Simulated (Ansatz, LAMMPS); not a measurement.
# Site preference of N in place of O in glassy 62P2O5-14Al2O3-24BaO (mol %) (160 atoms): runs compared

Aim: make N in place of O at several sites of glassy 62P2O5-14Al2O3-24BaO (mol %) (160 atoms), relax each, and compare their energies.

Computed with Ansatz 0.2.0: Kohn-Sham DFT, PBE, PAW (set soft_2), plane waves.

## (1) The cell as built

The cell holds 160 atoms: 36 P, 8 Al, 7 Ba and 109 O. Cell: a = 13.082 Å, b = 13.082 Å, c = 13.082 Å, α = 90.0°, β = 90.0°, γ = 90.0°. 160 atoms (36 P, 8 Al, 7 Ba, 109 O) placed at random at 2.92 g/cm³, melted at 4000 K for 10 ps at fixed volume with the Morse and Coulomb pair potential with partial charges (Pedone, Malavasi, Menziani, Cormack and Segre, J. Phys. Chem. B 110, 11780 (2006)). Quenched from 4000 K to 300 K at 1000 K/ps and fixed volume, held 10 ps at zero pressure.

Limits known from the start: The quench rate of 1000 K/ps far exceeds what a furnace or splat quench reaches, so expect more defects and frozen-in strain than in a real sample. The network of bonds at the start is that of the classical potential that made the cell, and needn't be the one that DFT or experiment would give. Sampling is at Γ alone, for a cell whose shortest periodic width is 13 Å. No spin–orbit coupling is included, so levels derived from the heavy atoms are approximate.

## (2) The reference run

The reference is a single point at the end of the relaxation.

Every defect cell starts from the geometry of this run and is relaxed in the fixed cell.

Its input, with most atom lines left out:

```yaml
crystal:
  lattice:
    - [13.0819, 0.0, 0.0]
    - [0.0, 13.0819, 0.0]
    - [0.0, 0.0, 13.0819]
  atoms:
    - { symbol: P, position: [0.85085, 0.63672, 0.02819] }
    - { symbol: P, position: [0.33397, 0.2252, 0.09707] }
    - { symbol: P, position: [0.75682, 0.75958, 0.52858] }
    - { symbol: P, position: [0.5978, 0.63102, 0.77896] }
    - { symbol: P, position: [0.66114, 0.40483, 0.15828] }
    - { symbol: P, position: [0.72427, 0.07337, 0.13093] }
    - { symbol: P, position: [0.56269, 0.32072, 0.85913] }
    [... atom lines 8 to 160 left out ...]
kpoints:
  mp_grid: { grid: [1, 1, 1] }
hamiltonian:
  xc: pbe
scf:
  occupations: { method: fixed }
output:
  forces: true
  stress: true
  populations: true
  dos:
    method: { smearing: { sigma: 0.15 } }
    de: 0.1
    projected: { site_lists: { Al: [Al], Ba: [Ba], O: [O], P: [P] } }
  eigenvalues: true
  write_density: true
  write_potential: true
  volumetric_format: npy
```

- free energy per atom: -844.3286 eV/atom
- r.m.s. force component: 0.01196 eV/Å
- pressure: 1.16 GPa

Filled and empty levels are parted by 3.94 eV (at Γ alone); a semilocal functional tends to put such gaps too low. In a disordered cell it changes from sample to sample, and tail or defect levels can set it.

## (3) The runs

Each row is one run, on 8 threads of Arm Neoverse V2, shared host. The free energy is the program's total, comparable only between runs with the same functional, potentials and atoms.

| run | atoms | outcome | ionic steps, all passes | free energy (eV) | time | host memory (GiB) |
| --- | --- | --- | --- | --- | --- | --- |
| Single point at the start | 160 | converged | - | -135070.262 | 21 s | 3.3 |
| Relaxation | 160 | converged | 45 | -135092.575 | 11 min | 3.3 |
| Single point at the relaxed geometry | 160 | converged | - | -135092.575 | 40 s | 3.7 |
| N on a site of O, site O156 | 160 | cut at the time limit | 15 | -134906.668 | 19 min | 6.5 |
| N on a site of O, site O133 | 160 | converged | 8 | -134906.296 | 8.9 min | 6.5 |
| N on a site of O, site O120 | 160 | converged | 10 | -134906.941 | 9.3 min | 6.5 |
| N on a site of O, site O109 | 160 | cut at the time limit | 5 | -134907.515 | 7.9 min | 6.5 |

In some runs the program notes that the exchange-correlation potential is rough where the density is thin.

Local excerpt of 12 atoms (numbers count through the whole input) about site O109, the cheapest one, where its relaxation stopped; x, y, z are measured from there.

| atom | x | y | z | distance (Å) | bonds |
| --- | --- | --- | --- | --- | --- |
| N109 | 0.02 | -0.03 | -0.09 | 0.10 | 2 |
| P21 | 0.37 | -0.93 | 1.15 | 1.53 | 4 |
| P12 | -0.65 | 1.44 | -0.23 | 1.59 | 4 |
| O81 | -0.63 | -2.09 | 1.32 | 2.55 | 2 |
| O135 | 1.83 | -1.50 | 0.96 | 2.56 | 2 |
| O95 | -1.99 | 1.15 | -1.20 | 2.59 | 2 |
| O118 | 0.22 | 2.31 | -1.17 | 2.60 | 2 |
| O128 | 0.45 | -0.25 | 2.56 | 2.61 | 2 |
| O57 | -1.21 | 2.10 | 0.98 | 2.62 | 1 |
| O66 | 1.56 | 2.04 | 1.34 | 2.90 | 1 |
| O87 | 2.16 | 0.39 | -1.97 | 2.95 | 2 |
| O155 | -1.49 | -1.60 | -2.05 | 3.00 | 2 |

The column of bonds counts only the pairs O-P within 2.11 Å, O-Al within 2.33 Å, O-Ba within 3.29 Å, P-N within 2.02 Å; other neighbours, such as metal atoms beside each other in a compound, aren't counted, and periodic images can show an atom twice.

## (4) The sites compared

All these cells hold the same atoms, so their energies can be compared with no chemical potential.

| site | neighbours | mean distance (Å) | atoms within 6 Å | energy over the best site (eV) | before relaxation (eV) | gain on relaxing (eV) | moment (μB) |
| --- | --- | --- | --- | --- | --- | --- | --- |
| O109 * | P2 | 1.61 | 68 | 0.00 | 0.00 | 0.36 | - |
| O120 | AlP | 1.69 | 62 | 0.57 | 0.57 | 0.35 | 1.0 |
| O156 * | P | 1.46 | 65 | 0.85 | 1.47 | 0.99 | - |
| O133 | Ba2P | 2.49 | 67 | 1.22 | 1.16 | 0.30 | 1.0 |

* The relaxation didn't finish, so this cell's energy would fall further, and differences against it can move either way. Neighbours are those of the relaxed host within 2.11 Å (O-P), 2.19 Å (O-Al), 3.29 Å (O-Ba); other pairs aren't counted.

## (5) Outcome

The cheapest site is O109 (2 neighbours, P2, relaxation unfinished); the dearest, O133 (3 neighbours, Ba2P), costs 1.2 eV more. By coordination the energies over the best site are 0.85 eV with 1 neighbour, 0.00 to 0.57 eV with 2 neighbours and 1.22 eV with 3 neighbours. Relaxation gains 0.30 to 0.99 eV and leaves the best site the same.

**Limits.** Defects are neutral and interact with their images. The reference ran with fixed occupations, but 4 of the 4 defect cells with fermi-dirac smearing of 0.025 eV, spin polarised. In a disordered cell the relaxation can also rearrange atoms far from the site. In the spin-polarised runs the search for a state of lower energy was switched off. Only 4 of the 109 O sites were tried; unless symmetry makes the others alike to these, a cheaper one may exist. A local or semilocal functional tends to spread out the unpaired spin of such defects.

The DFT runs together took 57 min of wall time.

[Logs are printed without paths, hosts, clocks, repeated set-up lines and the standing remarks that a program may print on its own settings, such as how far it seeks lower states.]

[Hosts, paths, dates, database ids (printed as entryN), source tags and the programs' standing remarks are cut or masked in the printed files.]
